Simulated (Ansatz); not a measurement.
## Y on Be(0001): change of the work function

How does Y on the fcc site change the work function of Be(0001) as the layer fills?

Calculated with Ansatz 0.2.0; plane-wave DFT, PBE, Ansatz PAW, in the first sound run; inputs show where later runs differ.

### Step 1. The starting structure

The cell holds 4 atoms: 4 Be. Cell: a = 2.290 Å, b = 2.290 Å, c = 23.383 Å, α = 90.0°, β = 90.0°, γ = 60.0°. Vacuum lies along c.

### Step 2. The clean slab

The bare slab comes first, as the zero from which every change is counted. The two lowest layers are held at bulk places and the upper ones relax. The dipole correction removes the false field that a one-sided slab makes across the periodic vacuum, so each face gets a flat vacuum level of its own.

input.yaml

```yaml
crystal:
  lattice:
    - [2.29, 0.0, 0.0]
    - [1.145, 1.9831981747, 0.0]
    - [0.0, 0.0, 23.382645]
  atoms:
    - { symbol: Be, position: [0.6666666667, 0.6666666667, 0.3849008527] }
    - { symbol: Be, position: [0.0, 0.0, 0.4616336176] }
    - { symbol: Be, position: [0.6666666667, 0.6666666667, 0.5383663824] }
    - { symbol: Be, position: [0.0, 0.0, 0.6150991473] }
kpoints:
  mp_grid: { grid: [15, 15, 1] }
hamiltonian:
  xc: pbe
scf:
  occupations: { method: fermi_dirac, width: 0.1 }
  convergence: { dr2_threshold: 1.0e-08 }
efield:
  axis: 3
  dipole_correction: true
  ramp_position: 0.97
  ramp_width: 0.06
relax:
  f_tol: 0.02
  max_steps: 60
  constraints: [{ sites: [0, 1] }]
output:
  write_potential: true
  write_density: true
  volumetric_format: npy
```

On the command line:

```console
$ ansatz run input.yaml --threads 4 --pin off --max-ram 6144MiB --backend cpu --events-out ev --progress --plain --runs-dir out
```

Numbers of over 12 decimals in the logs are rounded to 6 here.

Log:

```text
Engine: ansatz 0.2.0, aarch64-unknown-linux-gnu
Pseudopotentials: kind: paw
Pseudopotential: Be, paw, valence charge 2, recommended cutoff 420 eV (normal), Be.paw.azcp
Functional definition: PBE
  parameter kappa = 0.804
  parameter beta = 0.066725
  exchange = pbe_x(kappa = kappa, mu = beta*pi^2/3)
  correlation = pbe_c(beta = beta)
Crystal: 4 atoms, lattice volume = 106.193 Å³
Basis set: ecut = 420 eV, 2071 PW (Γ), exchange–correlation on 32×32×320 points (8 copies of the dense FFT grid, shifted against one another)
Bands: 8, of which v1, the nominal top of the filled ones, is band 4 counted from 1 (3 counted from 0)
Symmetry: 6 space group operations
k-points: 27 of 225 (time reversal used)
Non-local potential: Be, projectors of the file, l = 0: 2, l = 1: 2, l = 2: 1
PAW form: soft (Blöchl's): semilocal exchange-correlation on the pseudo side does not see the compensation charge
PAW one-centre angular grid: Be, 110 points (default); XC on 64 Gauss nodes
Initial density: superposition of atomic densities (neutral atoms: chi_scale 0, normalization atom), corrected by the library's trained network
Initial wavefunctions: pseudopotential atomic-orbital guess
Functional: x = pbe(κ = 0.804, μ = 0.219515), c = pbe(β = 0.066725)
SCF iter   1: F=—  HF=-370.028287 eV  |F-HF|=—  |Δ(HF+E_count)|=         —  Δρ=2.36e-3  dr2=3.34e-2  ethr=1.77e-3  p=0.000 e·Å  D=4.36e-15 V/Å  ΔV_dip=-0.00 eV  dr2_dipole=1.23e-9  V_vac-E_F(+/−)=5.38/5.38 eV  ⟨swp⟩=10.3  Hψ=2822  notcnv=0
efield: sawtooth ramp at fractional position 0.9700 (set: `efield.ramp_position`, or a place that a band, a saddle search or an elastic batch's reference lends), width 0.0600; the density the first Hamiltonian is built on has a dipole p = 0.000 e·Å; the dipole correction subtracts the counter field D = 4.36e-15 V/Å, which shifts the + side's vacuum level by -0.00 eV against the − side's; the planar-averaged density in the ramp window peaks in size at 3.5e-6 e/Å³
preconditioner: auto → LDOS  [metal: Δε(μ)=0.118 eV  Ē_g=8.103 eV  σ=0.100 eV  W_gap=0.28  n_scr=12 (ndim 8)  ℏωp=10.2 eV  f_vac=0.581  D(μ)=1.58/eV (n_scr^D=12)  β→1.0]
SCF iter   2: F=—  HF=-370.025612 eV  |F-HF|=—  |Δ(HF+E_count)|=   2.67e-3  Δρ=1.36e-3  dr2=6.40e-3  ethr=4.18e-4  p=0.000 e·Å  D=5.60e-5 V/Å  ΔV_dip=-0.00 eV  dr2_dipole=1.15e-6  V_vac-E_F(+/−)=5.32/5.32 eV  ⟨swp⟩=1.9  Hψ=486  notcnv=0
SCF iter   3: F=—  HF=-370.024738 eV  |F-HF|=—  |Δ(HF+E_count)|=   8.74e-4  Δρ=5.25e-4  dr2=1.67e-3  ethr=8.00e-5  p=-0.000 e·Å  D=-6.19e-5 V/Å  ΔV_dip=0.00 eV  dr2_dipole=2.67e-9  V_vac-E_F(+/−)=5.30/5.30 eV  ⟨swp⟩=2.6  Hψ=358  notcnv=0
SCF iter   4: F=—  HF=-370.024552 eV  |F-HF|=—  |Δ(HF+E_count)|=   1.86e-4  Δρ=2.25e-4  dr2=3.28e-4  ethr=2.09e-5  p=0.000 e·Å  D=5.69e-7 V/Å  ΔV_dip=-0.00 eV  dr2_dipole=7.66e-8  V_vac-E_F(+/−)=5.30/5.30 eV  ⟨swp⟩=1.6  Hψ=247  notcnv=0
SCF iter   5: F=—  HF=-370.024511 eV  |F-HF|=—  |Δ(HF+E_count)|=   4.12e-5  Δρ=4.48e-5  dr2=1.42e-5  ethr=4.10e-6  p=-0.000 e·Å  D=-9.56e-6 V/Å  ΔV_dip=0.00 eV  dr2_dipole=2.29e-9  V_vac-E_F(+/−)=5.30/5.30 eV  ⟨swp⟩=2.1  Hψ=302  notcnv=0
SCF iter   6: F=—  HF=-370.024531 eV  |F-HF|=—  |Δ(HF+E_count)|=   2.02e-5  Δρ=7.01e-6  dr2=2.61e-7  ethr=1.78e-7  p=0.000 e·Å  D=2.59e-7 V/Å  ΔV_dip=-0.00 eV  dr2_dipole=6.29e-9  V_vac-E_F(+/−)=5.30/5.30 eV  ⟨swp⟩=2.4  Hψ=333  notcnv=0
SCF iter   7: F=—  HF=-370.024532 eV  |F-HF|=—  |Δ(HF+E_count)|=   9.04e-7  Δρ=9.74e-7  dr2=4.00e-9  ethr=1.25e-10  p=-0.000 e·Å  D=-4.02e-7 V/Å  ΔV_dip=0.00 eV  dr2_dipole=3.40e-10  V_vac-E_F(+/−)=5.30/5.30 eV  ⟨swp⟩=9.2  Hψ=1535  notcnv=0
SCF iter   8: F=-370.024532 eV  HF=-370.024532 eV  |F-HF|=1.09e-9  |Δ(HF+E_count)|=   7.51e-9  Δρ=3.18e-7  dr2=5.62e-10  ethr=5.00e-11  p=0.000 e·Å  D=2.00e-7 V/Å  ΔV_dip=-0.00 eV  dr2_dipole=1.21e-10  V_vac-E_F(+/−)=5.30/5.30 eV  ⟨swp⟩=7.6  Hψ=1245  notcnv=0
SCF 1 converged in 8 iterations: F = -370.024532 eV  dr2 = 5.62e-10
  greatest PAW one-centre occupation: 0.367 electrons in one spin orbital (limit 2), on the Be atom at site 2 (counted from 0), in its partial waves of l = 0
relax step   1: F+E_penalty+E_count = -370.02453214 eV  Δ(F+E_penalty+E_count) = +0.000e0 eV  max|allowed force component| = 1.160e-1 eV/Å  Δτ_max = 0.0000 Å  (8 SCF iters, accepted)
Initial density: handed on by an earlier stage of this run
Initial wavefunctions: those handed on with the density
iter 1 solved again at ethr=6.71e-5 eV; its pass at ethr=3.10e-3 eV (dr2=5.37e-3 eV) is discarded
SCF iter   1: F=—  HF=-370.026842 eV  |F-HF|=—  |Δ(HF+E_count)|=         —  Δρ=8.41e-4  dr2=4.75e-3  ethr=6.71e-5  p=0.000 e·Å  D=1.99e-7 V/Å  ΔV_dip=-0.00 eV  dr2_dipole=1.18e-4  V_vac-E_F(+/−)=5.29/5.29 eV  ⟨swp⟩=2.3  Hψ=1333  notcnv=0
efield: sawtooth ramp at fractional position 0.9700 (set: `efield.ramp_position`, or a place that a band, a saddle search or an elastic batch's reference lends), width 0.0600; the density the first Hamiltonian is built on has a dipole p = 0.000 e·Å; the dipole correction subtracts the counter field D = 1.99e-7 V/Å, which shifts the + side's vacuum level by -0.00 eV against the − side's; the planar-averaged density in the ramp window peaks in size at 3.2e-8 e/Å³
preconditioner: auto → LDOS  [metal: Δε(μ)=0.123 eV  Ē_g=8.100 eV  σ=0.100 eV  W_gap=0.30  n_scr=12 (ndim 8)  ℏωp=10.2 eV  f_vac=0.569  D(μ)=1.69/eV (n_scr^D=12)  β→1.0]
SCF iter   2: F=—  HF=-370.026172 eV  |F-HF|=—  |Δ(HF+E_count)|=   6.70e-4  Δρ=4.70e-4  dr2=6.62e-4  ethr=5.94e-5  p=-0.000 e·Å  D=-5.03e-4 V/Å  ΔV_dip=0.01 eV  dr2_dipole=1.47e-5  V_vac-E_F(+/−)=5.31/5.30 eV  ⟨swp⟩=2.6  Hψ=319  notcnv=0
SCF iter   3: F=—  HF=-370.026154 eV  |F-HF|=—  |Δ(HF+E_count)|=   1.83e-5  Δρ=1.38e-4  dr2=9.67e-5  ethr=8.27e-6  p=0.000 e·Å  D=7.35e-5 V/Å  ΔV_dip=-0.00 eV  dr2_dipole=3.93e-7  V_vac-E_F(+/−)=5.30/5.30 eV  ⟨swp⟩=2.4  Hψ=312  notcnv=0
SCF iter   4: F=—  HF=-370.026167 eV  |F-HF|=—  |Δ(HF+E_count)|=   1.31e-5  Δρ=5.09e-5  dr2=1.59e-5  ethr=1.21e-6  p=0.000 e·Å  D=1.82e-4 V/Å  ΔV_dip=-0.00 eV  dr2_dipole=4.45e-8  V_vac-E_F(+/−)=5.30/5.30 eV  ⟨swp⟩=2.2  Hψ=305  notcnv=0
SCF iter   5: F=—  HF=-370.026165 eV  |F-HF|=—  |Δ(HF+E_count)|=   1.96e-6  Δρ=1.06e-5  dr2=5.26e-7  ethr=1.98e-7  p=0.000 e·Å  D=1.83e-4 V/Å  ΔV_dip=-0.00 eV  dr2_dipole=8.44e-8  V_vac-E_F(+/−)=5.30/5.30 eV  ⟨swp⟩=2.1  Hψ=304  notcnv=0
SCF iter   6: F=—  HF=-370.026166 eV  |F-HF|=—  |Δ(HF+E_count)|=   1.04e-6  Δρ=2.71e-6  dr2=2.58e-8  ethr=6.57e-9  p=0.000 e·Å  D=1.81e-4 V/Å  ΔV_dip=-0.00 eV  dr2_dipole=5.97e-9  V_vac-E_F(+/−)=5.30/5.30 eV  ⟨swp⟩=2.2  Hψ=320  notcnv=0
SCF iter   7: F=-370.026166 eV  HF=-370.026166 eV  |F-HF|=3.90e-9  |Δ(HF+E_count)|=   7.37e-8  Δρ=5.08e-7  dr2=9.60e-10  ethr=1.25e-10  p=0.000 e·Å  D=1.78e-4 V/Å  ΔV_dip=-0.00 eV  dr2_dipole=1.46e-10  V_vac-E_F(+/−)=5.30/5.30 eV  ⟨swp⟩=9.6  Hψ=1275  notcnv=0
SCF 2 converged in 7 iterations: F = -370.026166 eV  dr2 = 9.60e-10
  greatest PAW one-centre occupation: 0.367 electrons in one spin orbital (limit 2), on the Be atom at site 1 (counted from 0), in its partial waves of l = 0
relax step   2: F+E_penalty+E_count = -370.02616632 eV  Δ(F+E_penalty+E_count) = -1.634e-3 eV  max|allowed force component| = 6.199e-2 eV/Å  Δτ_max = 0.0200 Å  (7 SCF iters, accepted)
SCF iter   1: F=—  HF=-370.028049 eV  |F-HF|=—  |Δ(HF+E_count)|=         —  Δρ=1.04e-3  dr2=8.04e-3  ethr=1.02e-3  p=0.000 e·Å  D=1.78e-4 V/Å  ΔV_dip=-0.00 eV  dr2_dipole=3.59e-4  V_vac-E_F(+/−)=5.28/5.29 eV  ⟨swp⟩=3.8  Hψ=987  notcnv=0
efield: sawtooth ramp at fractional position 0.9700 (set: `efield.ramp_position`, or a place that a band, a saddle search or an elastic batch's reference lends), width 0.0600; the density the first Hamiltonian is built on has a dipole p = 0.000 e·Å; the dipole correction subtracts the counter field D = 1.78e-4 V/Å, which shifts the + side's vacuum level by -0.00 eV against the − side's; the planar-averaged density in the ramp window peaks in size at 3.6e-8 e/Å³
preconditioner: auto → LDOS  [metal: Δε(μ)=0.095 eV  Ē_g=8.083 eV  σ=0.100 eV  W_gap=0.23  n_scr=12 (ndim 8)  ℏωp=10.2 eV  f_vac=0.569  D(μ)=1.69/eV (n_scr^D=12)  β→1.0]
SCF iter   2: F=—  HF=-370.026992 eV  |F-HF|=—  |Δ(HF+E_count)|=   1.06e-3  Δρ=6.08e-4  dr2=1.71e-3  ethr=1.01e-4  p=-0.000 e·Å  D=-2.55e-4 V/Å  ΔV_dip=0.01 eV  dr2_dipole=1.58e-4  V_vac-E_F(+/−)=5.32/5.31 eV  ⟨swp⟩=1.8  Hψ=485  notcnv=0
SCF iter   3: F=—  HF=-370.026862 eV  |F-HF|=—  |Δ(HF+E_count)|=   1.30e-4  Δρ=1.87e-4  dr2=2.35e-4  ethr=2.14e-5  p=0.000 e·Å  D=3.99e-4 V/Å  ΔV_dip=-0.01 eV  dr2_dipole=1.89e-5  V_vac-E_F(+/−)=5.30/5.31 eV  ⟨swp⟩=1.9  Hψ=284  notcnv=0
SCF iter   4: F=—  HF=-370.026854 eV  |F-HF|=—  |Δ(HF+E_count)|=   7.85e-6  Δρ=6.43e-5  dr2=2.05e-5  ethr=2.94e-6  p=0.000 e·Å  D=5.23e-4 V/Å  ΔV_dip=-0.01 eV  dr2_dipole=6.64e-7  V_vac-E_F(+/−)=5.30/5.31 eV  ⟨swp⟩=2.1  Hψ=301  notcnv=0
SCF iter   5: F=—  HF=-370.026879 eV  |F-HF|=—  |Δ(HF+E_count)|=   2.46e-5  Δρ=1.69e-5  dr2=7.21e-7  ethr=2.57e-7  p=0.000 e·Å  D=4.79e-4 V/Å  ΔV_dip=-0.01 eV  dr2_dipole=4.20e-9  V_vac-E_F(+/−)=5.30/5.31 eV  ⟨swp⟩=2.7  Hψ=336  notcnv=0
SCF iter   6: F=—  HF=-370.026879 eV  |F-HF|=—  |Δ(HF+E_count)|=   3.75e-7  Δρ=3.52e-6  dr2=8.50e-9  ethr=1.25e-10  p=0.000 e·Å  D=4.64e-4 V/Å  ΔV_dip=-0.01 eV  dr2_dipole=4.52e-10  V_vac-E_F(+/−)=5.30/5.31 eV  ⟨swp⟩=9.0  Hψ=1561  notcnv=0
SCF iter   7: F=-370.026879 eV  HF=-370.026879 eV  |F-HF|=9.05e-9  |Δ(HF+E_count)|=   6.70e-8  Δρ=8.39e-7  dr2=8.65e-10  ethr=1.06e-10  p=0.000 e·Å  D=4.51e-4 V/Å  ΔV_dip=-0.01 eV  dr2_dipole=3.71e-11  V_vac-E_F(+/−)=5.30/5.31 eV  ⟨swp⟩=7.8  Hψ=1295  notcnv=0
SCF 3 converged in 7 iterations: F = -370.026879 eV  dr2 = 8.65e-10
relax step   3: F+E_penalty+E_count = -370.02687926 eV  Δ(F+E_penalty+E_count) = -7.129e-4 eV  max|allowed force component| = 3.148e-3 eV/Å  Δτ_max = 0.0259 Å  (7 SCF iters, accepted)
NSCF: frozen V_eff on 27 k-points
the band table was solved once a step of the walk had ended and its energy, with any forces and stress, was formed, with the checks that follow a solve (2733 applications of the Hamiltonian). They found nothing against the state; the energy, forces and stress were not computed again (output.eigenvalues in the input reference)
WARN: The output density's exchange-correlation potential varies sharply where the density is thin. Do not read a vacuum level from v_tot or v_xc, or from such a field of the output density. On a cell that repeats whose density bears no net charge and no dipole along the vacuum's axis use v_es (v_loc + v_h of the components); under efield.dipole_correction with no amplitude use v_es + v_field, which holds any externa [...]
SCF converged after 7 iterations
Free energy (F): -370.026879 eV
Harris-Foulkes:  -370.026879 eV  (|F-HF|=9.05e-9)
Internal energy: -369.976240 eV  (E = F + TS)
E sigma→0 (E₀):  -370.001560 eV
Entropy (-TS):   -0.050639 eV (-12.660 meV/atom)
Fermi energy:    -1.421154 eV
Dipole field:    D = 0.000440 V/Å  (p = 0.000258 e·Å, saw-weighted, corrected)
Work function:   Φ+ = 5.2976 eV   Φ− = 5.3079 eV
Levels:          The Fermi level and band energies are counted from a zero that moves with the ramp; work functions are not
--- Per-component energies (eV) ---
  E_band       = -41.167291
  E_kinetic    = 77.753307
  E_local      = -2357.664836  (includes V_loc(G=0)·N_el)
  E_nonlocal   = 18.038920
  E_hartree    = 1152.949895
  E_xc         = -76.364721
  E_vxc        = -79.591085  (∫ρ·V_xc dr)
  E_paw        = -238.143816  (= ΣΔE_a)
  E_vpaw       = -5.604100  (= ΣTr[D̂ρ^β])
  E_aug_tail   = -0.000003  (compensation charges beyond the density's cutoff)
  E_efield     = 0.000000  (sawtooth field / dipole correction)
  E_vefield    = -0.000046  (∫n·V_field dr)
  E_ewald      = 1053.455013
  E_smearing   = -0.050639  (= −TS)
  E_closure    = -0.000000  (closes the sum)
  Σ components = -370.026879   (vs F -370.026879, Δ=0.00e0)
--- Forces (eV/Å), atoms counted from 1 ---
  atom   1  Be    -0.00000000    -0.00000000    -0.11938050
  atom   2  Be     0.00000000     0.00000000     0.11973952
  atom   3  Be     0.00000000    -0.00000000    -0.00314774
  atom   4  Be     0.00000000     0.00000000     0.00279109
  max |Σ_I F_I| component: 2.37e-6 eV/Å
--- Band table (eV; the first three rows and the last of 27) ---
  k-point 0: bands = ["-11.3782", "-9.9671", "-7.8453", "-4.5483", "-3.4143", "2.2580", "3.3064", "4.0845"]
  k-point 1: bands = ["-11.2517", "-9.8391", "-7.7138", "-4.4182", "-3.2555", "2.3616", "3.4662", "4.2341"]
  k-point 2: bands = ["-10.8721", "-9.4558", "-7.3215", "-4.0337", "-2.7803", "2.6563", "3.9417", "4.6843"]
  k-point 26: bands = ["-2.5122", "-1.7725", "-1.7208", "-0.8783", "-0.6366", "-0.5650", "1.4656", "4.2328"]
--- Relaxed structure (3 steps of the walk, 3 accepted, 0 SCFs on fresh bases) ---
  F+E_penalty+E_count = -370.02687926 eV   max|allowed force component| = 3.148e-3 eV/Å
  atoms:
    - { symbol: Be, position: [0.666667, 0.666667, 0.3849008527] }
    - { symbol: Be, position: [0.0, 0.0, 0.4616336176] }
    - { symbol: Be, position: [0.666667, 0.666667, 0.538630] }
    - { symbol: Be, position: [0, 0, 0.617064] }
```

The job ended after 9.8 s (4 threads of Arm Neoverse N1, shared host; peak memory 0.38 GiB; 20 s of CPU time).

Relaxation path:

```csv
step,energy less that of the first step (eV),largest force component (eV/Å)
1,0.0000,0.1160
2,-0.0016,0.0620
3,-0.0023,0.0031
```

Forces are held to the 6 operations that the run works with; a distortion that breaks them can't arise in this run.

The atoms that moved most (Å):

```csv
atom,dx,dy,dz,length
Be4,0.000,0.000,0.046,0.046
Be3,0.000,0.000,0.006,0.006
```

Numbers from this step:

```yaml
energy_at_zero_smearing: -370.0016 eV
work_function_upper_face: 5.298 eV
dipole_along_the_normal: 2.58e-4 e·Å
```

Running mean over 1.794 Å of the planar mean; the ramp of the sawtooth is left out. Table of electron's electrostatic potential energy less the Fermi level by z:

```csv
z (Å),electron's electrostatic potential energy less the Fermi level (eV)
3.0,5.31
3.5,5.31
4.0,5.31
4.5,5.31
5.0,5.31
5.5,5.30
6.0,5.27
6.5,5.17
7.0,4.81
7.5,3.55
8.0,0.0300
8.5,-4.20
9.0,-5.93
9.5,-6.26
10.0,-6.34
10.5,-6.40
11.0,-6.42
11.5,-6.41
12.0,-6.42
12.5,-6.42
13.0,-6.26
13.5,-6.03
14.0,-6.09
14.5,-5.80
15.0,-3.71
15.5,0.685
16.0,3.83
16.5,4.89
17.0,5.19
17.5,5.27
18.0,5.29
18.5,5.30
19.0,5.30
19.5,5.30
20.0,5.30
```

The relaxation took 3 steps and lowered the energy by 0.0023 eV; the largest force on the free atoms ends at 0.0031 eV/Å.

The work function of the upper face is 5.30 eV.

(Continued in part 2 of 5.)

[Logs are printed without paths, hosts, clocks, repeated set-up lines and the standing remarks that a program may print on its own settings, such as how far it seeks lower states.]

[Hosts, paths, dates, database ids (printed as entryN), source tags and the programs' standing remarks are cut or masked in the printed files.]

[Maps of the electrostatic potential energy from Ansatz leave out the sawtooth potential of an applied field or a dipole correction, so their vacuum need not be flat; planar profiles and work functions include it.]
